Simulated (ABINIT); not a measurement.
# Beyond one shot: NaMgF3 (Pm-3m), part 3 of 3

How far does self-consistency move the gap of NaMgF3 (Pm-3m)?

ABINIT 10.8.3; LDA and many-body steps on it, plane waves. Known limits of the many-body steps: not at the basis limit; coarse k mesh.

So far. Step 10 (evGW, cycle 1): Against G0W0 in ABINIT (2×2×2 mesh, 60 bands, screening to 106.1 eV, Godby-Needs plasmon pole), the gap moves by +1.496 eV. Step 13 (evGW, cycle 2): Against the cycle before, the gap moves by +0.105 eV.

**15. Screening, 2×2×2 mesh, 60 bands, screening to 106.1 eV**

This step: RPA screening on LDA from quasiparticle energies, plane waves, norm-conserving pseudopotentials.

run.abi reads:

```
acell 3*1.0 Angstrom
rprim 
  3.950839000000 0.000000000000 0.000000000000
  0.000000000000 3.950839000000 0.000000000000
  0.000000000000 0.000000000000 3.950839000000
ntypat 3
znucl 11 12 9
natom 5
typat 1 2 3 3 3
xred 
  0.000000000000 0.000000000000 0.000000000000
  0.500000000000 0.500000000000 0.500000000000
  0.500000000000 0.500000000000 0.000000000000
  0.500000000000 0.000000000000 0.500000000000
  0.000000000000 0.500000000000 0.500000000000
pp_dirpath "pseudos"
pseudos "Na.upf, Mg.upf, F.upf"
ecut 38
ngkpt 2 2 2
nshiftk 1
shiftk 0 0 0
kptopt 1
chksymbreak 0
istwfk *1
occopt 1
irdwfk 1
optdriver 3
nband 60
ecuteps 3.9
inclvkb 2
awtr 1
symchi 1
irdqps 1
gwcalctyp 10
nqptdm 3
qptdm 
  0.5000000000 0.0000000000 0.0000000000
  0.5000000000 0.5000000000 0.0000000000
  0.5000000000 0.5000000000 0.5000000000
indata_prefix "in"
outdata_prefix "out"
tmpdata_prefix "tmp"
```

mrgscr.stdin reads:

```
2
merged
q0_SCR
out_SCR
1
```

On the command line:

```sh
> OMP_NUM_THREADS=1 mpirun -n 4 abinit run.abi > log; mrgscr < mrgscr.stdin
```

Numbers of over 12 decimals in the logs are rounded to 6 here.

Log:

```text
.Version 10.8.3 of ABINIT. v10.8.2 released Aug 2026.

 Symmetries : space group Pm -3 m (#221); Bravais cP (primitive cubic)
[... echo of the input left out ...]
== DATASET  1 ==================================================================
-   mpi_nproc: 4, omp_nthreads: 1 (-1 if OMP is not activated)

--- !DatasetInfo
iteration_state: {dtset: 1, }
dimensions: {natom: 5, nkpt: 4, mband: 60, nsppol: 1, nspinor: 1, nspden: 1, mpw: 4700, }
cutoff_energies: {ecut:  38.0, pawecutdg:  -1.0, }
[...]
q-point number  1        q = ( 0.500000, 0.000000, 0.000000) [r.l.u.]
--------------------------------------------------------------------------------
[... chi0 elements left out ...]
  Average fulfillment of the sum rule on Im[epsilon] for q-point    2 :     37.46  [%]

--------------------------------------------------------------------------------
  q-point number  2        q = ( 0.500000, 0.500000, 0.000000) [r.l.u.]
--------------------------------------------------------------------------------
[... chi0 elements left out ...]
  Average fulfillment of the sum rule on Im[epsilon] for q-point    3 :     35.05  [%]

 [... 1 further q-points ...]
```

Wall time 3.8 s (4 MPI ranks of Arm Neoverse V1, shared host); peak memory 0.47 GiB.

Numbers from this step:

```
plasma frequency                    : 29.91 eV
plane waves in the screening matrix : 171
```

This screening reads the quasiparticle levels of the cycle before.

**16. evGW, cycle 3**

This step: evGW on LDA, plane waves, norm-conserving pseudopotentials.

Changes to run.abi since step 15:

```diff
@@ -26,12 +26,10 @@
 irdwfk 1
-optdriver 3
+optdriver 4
 nband 60
-ecuteps 3.9
-inclvkb 2
-awtr 1
-symchi 1
-irdqps 1
 gwcalctyp 10
-nqptdm 3
-qptdm 
+ecutsigx 38
+symsigma 1
+nkptgw 4
+kptgw 
+  0.0000000000 0.0000000000 0.0000000000
   0.5000000000 0.0000000000 0.0000000000
@@ -39,2 +37,11 @@
   0.5000000000 0.5000000000 0.5000000000
+bdgw 
+  12 24
+  12 24
+  12 24
+  12 24
+ecuteps 3.9
+irdscr 1
+ppmodel 1
+irdqps 1
 indata_prefix "in"
```

On the command line:

```sh
> OMP_NUM_THREADS=1 mpirun -n 4 abinit run.abi > log
```

Log:

```text
.Version 10.8.3 of ABINIT. v10.8.2 released Aug 2026.

 Symmetries : space group Pm -3 m (#221); Bravais cP (primitive cubic)
[... echo of the input left out ...]
== DATASET  1 ==================================================================
-   mpi_nproc: 4, omp_nthreads: 1 (-1 if OMP is not activated)

--- !DatasetInfo
iteration_state: {dtset: 1, }
dimensions: {natom: 5, nkpt: 4, mband: 60, nsppol: 1, nspinor: 1, nspden: 1, mpw: 4700, }
cutoff_energies: {ecut:  38.0, pawecutdg:  -1.0, }
[...]
.  kptgw no:  2; Maximum DeltaE = (  -0.007   0.000) for band index:  1
.  kptgw no:  3; Maximum DeltaE = (  -0.006   0.000) for band index:  2
.  kptgw no:  4; Maximum DeltaE = (  -0.007   0.000) for band index:  2

== END DATASET(S) ==============================================================
================================================================================

 -outvars: echo values of variables after computation  --------
           etotal      0.0000000000E+00
            nband          60
             nkpt           4
          spgroup         221
 [... the other variables as echoed above ...]

 Calculation completed.
```

Wall time 11 s (4 MPI ranks); peak memory 0.79 GiB; 46 s of CPU time.

This step gave:

- quasiparticle gap on the mesh: 11.76 eV
- gap of the density functional on the mesh: 5.650 eV
- k of the valence top: 0.5, 0.5, 0.5
- k of the conduction bottom: 0, 0, 0
- least direct quasiparticle gap on the computed points: 12.25 eV

Against the cycle before, the gap moves by +0.011 eV.

**17. Screening, 2×2×2 mesh, 60 bands, screening to 106.1 eV**

This step: RPA screening on LDA, plane waves, norm-conserving pseudopotentials.

Changes to run.abi since step 16:

```diff
@@ -26,22 +26,13 @@
 irdwfk 1
-optdriver 4
+optdriver 3
 nband 60
+ecuteps 3.9
+inclvkb 2
+awtr 1
+symchi 1
 gwcalctyp 10
-ecutsigx 38
-symsigma 1
-nkptgw 4
-kptgw 
-  0.0000000000 0.0000000000 0.0000000000
-  0.5000000000 0.0000000000 0.0000000000
-  0.5000000000 0.5000000000 0.0000000000
-  0.5000000000 0.5000000000 0.5000000000
-bdgw 
-  12 24
-  12 24
-  12 24
-  12 24
-ecuteps 3.9
-irdscr 1
-ppmodel 1
-irdqps 1
+mbpt_sciss 6.414 eV
+nqptdm 1
+qptdm 
+  0 0 0
 indata_prefix "in"
```

Log:

```text
.Version 10.8.3 of ABINIT. v10.8.2 released Aug 2026.

 Symmetries : space group Pm -3 m (#221); Bravais cP (primitive cubic)
[... echo of the input left out ...]
== DATASET  1 ==================================================================
-   mpi_nproc: 4, omp_nthreads: 1 (-1 if OMP is not activated)

--- !DatasetInfo
iteration_state: {dtset: 1, }
dimensions: {natom: 5, nkpt: 4, mband: 60, nsppol: 1, nspinor: 1, nspden: 1, mpw: 4700, }
cutoff_energies: {ecut:  38.0, pawecutdg:  -1.0, }
[...]
[... chi0 elements left out ...]
 For q-point:  0.000010 0.000020 0.000030
  dielectric constant =   1.6398
  dielectric constant without local fields =   1.6857

  Average fulfillment of the sum rule on Im[epsilon] for q-point    1 :     31.60  [%]
[... wings left out ...]
== END DATASET(S) ==============================================================
================================================================================

 -outvars: echo values of variables after computation  --------
           etotal      0.0000000000E+00
            nband          60
             nkpt           4
          spgroup         221
 [... the other variables as echoed above ...]

 Calculation completed.
```

Elapsed: 4.8 s, on 4 MPI ranks; peak memory 0.48 GiB.

Numbers from this step:

* ε∞ with local fields, on this mesh, along the program's q direction: 1.640
* the same without local fields: 1.686
* plasma frequency: 29.91 eV
* plane waves in the screening matrix: 171

This screening uses the functional's bands under a rigid shift, the mean opening of the cycle before.

**18. Screening, 2×2×2 mesh, 60 bands, screening to 106.1 eV**

This step: RPA screening on LDA from quasiparticle energies, plane waves, norm-conserving pseudopotentials.

Changes to run.abi since step 17:

```diff
@@ -32,7 +32,9 @@
 symchi 1
+irdqps 1
 gwcalctyp 10
-mbpt_sciss 6.414 eV
-nqptdm 1
+nqptdm 3
 qptdm 
-  0 0 0
+  0.5000000000 0.0000000000 0.0000000000
+  0.5000000000 0.5000000000 0.0000000000
+  0.5000000000 0.5000000000 0.5000000000
 indata_prefix "in"
```

mrgscr.stdin is that of step 15.

On the command line:

```sh
> OMP_NUM_THREADS=1 mpirun -n 4 abinit run.abi > log; mrgscr < mrgscr.stdin
```

Log:

```text
.Version 10.8.3 of ABINIT. v10.8.2 released Aug 2026.

 Symmetries : space group Pm -3 m (#221); Bravais cP (primitive cubic)
[... echo of the input left out ...]
== DATASET  1 ==================================================================
-   mpi_nproc: 4, omp_nthreads: 1 (-1 if OMP is not activated)

--- !DatasetInfo
iteration_state: {dtset: 1, }
dimensions: {natom: 5, nkpt: 4, mband: 60, nsppol: 1, nspinor: 1, nspden: 1, mpw: 4700, }
cutoff_energies: {ecut:  38.0, pawecutdg:  -1.0, }
[...]
q-point number  1        q = ( 0.500000, 0.000000, 0.000000) [r.l.u.]
--------------------------------------------------------------------------------
[... chi0 elements left out ...]
  Average fulfillment of the sum rule on Im[epsilon] for q-point    2 :     37.46  [%]

--------------------------------------------------------------------------------
  q-point number  2        q = ( 0.500000, 0.500000, 0.000000) [r.l.u.]
--------------------------------------------------------------------------------
[... chi0 elements left out ...]
  Average fulfillment of the sum rule on Im[epsilon] for q-point    3 :     35.06  [%]

 [... 1 further q-points ...]
```

The job ended after 3.8 s (4 MPI ranks; peak memory 0.47 GiB; 15 s of CPU time).

This step gave:

* plasma frequency: 29.91 eV
* plane waves in the screening matrix: 171

This screening reads the quasiparticle levels of the cycle before.

**19. evGW, cycle 4**

This step: evGW on LDA, plane waves, norm-conserving pseudopotentials.

Changes to run.abi since step 18:

```diff
@@ -26,12 +26,10 @@
 irdwfk 1
-optdriver 3
+optdriver 4
 nband 60
-ecuteps 3.9
-inclvkb 2
-awtr 1
-symchi 1
-irdqps 1
 gwcalctyp 10
-nqptdm 3
-qptdm 
+ecutsigx 38
+symsigma 1
+nkptgw 4
+kptgw 
+  0.0000000000 0.0000000000 0.0000000000
   0.5000000000 0.0000000000 0.0000000000
@@ -39,2 +37,11 @@
   0.5000000000 0.5000000000 0.5000000000
+bdgw 
+  12 24
+  12 24
+  12 24
+  12 24
+ecuteps 3.9
+irdscr 1
+ppmodel 1
+irdqps 1
 indata_prefix "in"
```

On the command line:

```sh
> OMP_NUM_THREADS=1 mpirun -n 4 abinit run.abi > log
```

Log:

```text
.Version 10.8.3 of ABINIT. v10.8.2 released Aug 2026.

 Symmetries : space group Pm -3 m (#221); Bravais cP (primitive cubic)
[... echo of the input left out ...]
== DATASET  1 ==================================================================
-   mpi_nproc: 4, omp_nthreads: 1 (-1 if OMP is not activated)

--- !DatasetInfo
iteration_state: {dtset: 1, }
dimensions: {natom: 5, nkpt: 4, mband: 60, nsppol: 1, nspinor: 1, nspden: 1, mpw: 4700, }
cutoff_energies: {ecut:  38.0, pawecutdg:  -1.0, }
[...]
.  kptgw no:  2; Maximum DeltaE = (  -0.001   0.000) for band index:  3
.  kptgw no:  3; Maximum DeltaE = (  -0.001   0.000) for band index:  7
.  kptgw no:  4; Maximum DeltaE = (  -0.001   0.000) for band index:  1

== END DATASET(S) ==============================================================
================================================================================

 -outvars: echo values of variables after computation  --------
           etotal      0.0000000000E+00
            nband          60
             nkpt           4
          spgroup         221
 [... the other variables as echoed above ...]

 Calculation completed.
```

The job ended after 12 s (4 MPI ranks; peak memory 0.79 GiB).

Numbers from this step:

* quasiparticle gap on the mesh: 11.76 eV
* gap of the density functional on the mesh: 5.650 eV
* k of the valence top: 0.5, 0.5, 0.5
* k of the conduction bottom: 0, 0, 0
* least direct quasiparticle gap on the computed points: 12.26 eV

Against the cycle before, the gap moves by +0.001 eV.

**20. The runs together**

Times are wall times on 4 MPI ranks of Arm Neoverse V1, shared host, good to a factor of about two. A run's time includes the screening step that it read.

```csv
run,mesh,bands,screening cutoff (eV),DFT gap (eV),gap on the mesh (eV),direct (eV),ε∞ used,time
G0W0,2×2×2,60,106.1,5.650,10.149,10.644,1.92,10 s
"evGW0, cycle 1",2×2×2,60,106.1,5.650,10.872,11.371,1.92,17 s
"evGW0, cycle 2",2×2×2,60,106.1,5.650,10.766,11.263,1.92,17 s
"evGW0, cycle 3",2×2×2,60,106.1,5.650,10.762,11.259,1.92,17 s
"evGW, cycle 1",2×2×2,60,106.1,5.650,11.645,12.138,1.67,20 s
"evGW, cycle 2",2×2×2,60,106.1,5.650,11.750,12.243,1.64,20 s
"evGW, cycle 3",2×2×2,60,106.1,5.650,11.761,12.255,1.64,20 s
"evGW, cycle 4",2×2×2,60,106.1,5.650,11.762,12.256,1.64,20 s
```

**21. What came out**

```yaml
g0w0: 10.149 eV
evgw0_cycle_1: 10.872 eV
evgw0_cycle_2: 10.766 eV
evgw0_cycle_3: 10.762 eV
evgw_cycle_1: 11.645 eV
evgw_cycle_2: 11.750 eV
evgw_cycle_3: 11.761 eV
evgw_cycle_4: 11.762 eV
known_limits: not at the basis limit; coarse k mesh
```

**Reading.** Only the bands that the input lists are updated; the others, empty or deep, keep the functional's energies or take a rigid shift. The evGW loop starts from the last levels of evGW0, so its cycles and time come on top of those. evGW0 ends at 10.76 eV, +0.61 eV from G0W0, after 3 cycles that took 34 s beside the first screening; the last moved the gap by 0.004 eV. evGW ends at 11.76 eV, +1.61 eV from G0W0, after 4 cycles that took 80 s beside the first screening; the last moved the gap by 0.001 eV. The first cycle of evGW0 takes the full correction, without the factor Z, so it overshoots the one-shot value. Bands and cutoff are finite, so the gap is not at the basis limit. The miss can reach some tenths of an eV and take either sign; the mesh is an error of its own. The 2×2×2 mesh is coarse for this cell, which bears on the long-range parts of exchange and screening. This is the ideal cubic cell; many perovskites, halides above all, are cubic only on average, and local tilts or off-centring can widen the gap. In the updated screening the q = 0 part is built from Kohn-Sham bands under a rigid shift, the other q from the quasiparticle levels.

[Paths, hosts, dates, memory and timing lines, banners, echoed tables and standing remarks are left out of the program output.]

[Logs are printed without paths, hosts, clocks, repeated set-up lines and the standing remarks that a program may print on its own settings, such as how far it seeks lower states.]

[Runs of the session that timed out or met a known fault of the program may be left out.]

[Hosts, paths, dates, database ids (printed as entryN), source tags and the programs' standing remarks are cut or masked in the printed files.]

[G0W0 gaps are taken among the corrected bands and points alone; a level outside them can change the order at an edge.]

[Where Ansatz stands beside ABINIT at settings called matched, ABINIT's density can come from a denser mesh and the files from another edition; pairs whose starting gaps differed by over 0.03 eV were left out, so agreement reads better than it is.]
